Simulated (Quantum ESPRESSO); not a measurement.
# Voltage at the next charge: Cd(0001), 4 layers against an electrode

**Set-up.** Quantum ESPRESSO 7.5, PBE, GBRV ultrasoft; ESM with bc3, a metal electrode 5.91 Å above the top atoms; cell area 7.691 Å²; ions fixed. V is the potential energy of an electron at the electrode over the slab's Fermi level, divided by e, so that it equals the work function at zero charge; positive charge removes electrons.

```tsv
charge (e a cell)	V (V)
0	3.681
0.0115	4.849
0.0231	6.047
```

To predict: What is V at a charge of 0.0461 e, and what capacitance do the rows imply?

**Fit.** The last two rows give dV/dq = (6.047 − 4.849)/(0.0231 − 0.0115) = 103.3 V/e, so C = 1602/(7.691 × 103.3) = 2.02 µF/cm², an effective gap of 8.854/2.02 = 4.39 Å. At constant C, V = 6.047 + 103.3 × 0.023 = 8.42 V.

**Check.** V = 8.463 V; the estimate misses by −0.04 V, 1.7 % of the step. Over the three intervals C goes 2.05, 2.02 and 1.98 µF/cm²: it falls as electrons leave, the surface charge drawing back towards the atoms.

Caveats: Vacuum fills the gap; a dielectric or electrolyte would change C. The slab is thin.

[Logs are printed without paths, hosts, clocks, repeated set-up lines and the standing remarks that a program may print on its own settings, such as how far it seeks lower states.]
